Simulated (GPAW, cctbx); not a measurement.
# Si2Sb: what bonding does to one electron reflection, worked out

Si2Sb, P6_422 (no. 181), a = 5.3753 Å, b = 5.3753 Å, c = 7.4478 Å, α = 90.00°, β = 90.00°, γ = 120.00°.

```csv
atom,mult.,x,y,z
Sb1,3,0,1/2,1/3
Si1,6,0.2629,0.1314,1/3
```

The start was made by putting kin elements into a known structure type; the compound need not exist, or be stable, in this form.

A DFT run (GPAW, PBE, 450 eV, 4×4×3 k-points (along the axes of the calculation cell), Fermi–Dirac width 0.05 eV) gives the static X-ray structure factor of 101 as 73.688 e for the conventional cell; superposed free atoms give 73.836 e. **Problem.** Find the Fourier component V of the crystal potential and the two-beam extinction distance at 80 kV in both cases.

## 1. Geometry

The cell volume is Ω = 186.36 Å³ and d(101) = 3.9475 Å, so g = 1/d = 0.2533 Å⁻¹.

## 2. The nuclei

Electrons feel nuclei as well as electrons, so the nuclear charges are summed with the same phases.

Phase sums Σ exp(2πi h·x), turned so that the total is real and positive: Sb +2.000, Si -1.517. Then F_Z = 51 × (+2.000) + 14 × (-1.517) = 80.76 e. The electron term has the same sign for this reflection.

## 3. Mott–Bethe

Poisson's equation, term by term, gives V = (e/4πε₀)(F_Z − F)/(πΩg²), with e/4πε₀ = 14.3996 V Å.

The prefactor is 14.3996 × 3.9475²/(π × 186.36) = 0.38325 V per electron. Free atoms: (80.76 − 73.836) × 0.38325 = 2.652 V. Crystal: (80.76 − 73.688) × 0.38325 = 2.709 V. F changes by -0.20 % and V by +2.1 %: the same 0.15 e is measured against F_Z − F = 6.9 e in place of F = 73.8 e.

## 4. Extinction distance

In the two-beam case ξ = 1/(λU) with U = 2γm₀eV/h², that is ξ = 150.41 V Å²/(γλV).

At 80 kV, λ = 0.04176 Å and γ = 1.1566. Free atoms: ξ = 1174 Å. Crystal: ξ = 1150 Å. The thickness fringes go as sin²(πt/ξ), so the two patterns slip by a quarter of a period when t|1/ξ₁ − 1/ξ₀| = 1/4, at t ≈ 1373 nm, thicker than usual samples. Thermal motion, absorption and many-beam coupling, left out here, change a real pattern.

## 5. Answer

V(101) is 2.71 V against 2.65 V, and ξ is 1150 against 1174 Å. Limits: static atoms, two beams.

[Outputs are excerpts: Python notices, other lines and further rows are left out; steps that failed or that the build refused (PBEsol, TPSS) are not shown.]

[Logs are printed without paths, hosts, clocks, repeated set-up lines and the standing remarks that a program may print on its own settings, such as how far it seeks lower states.]
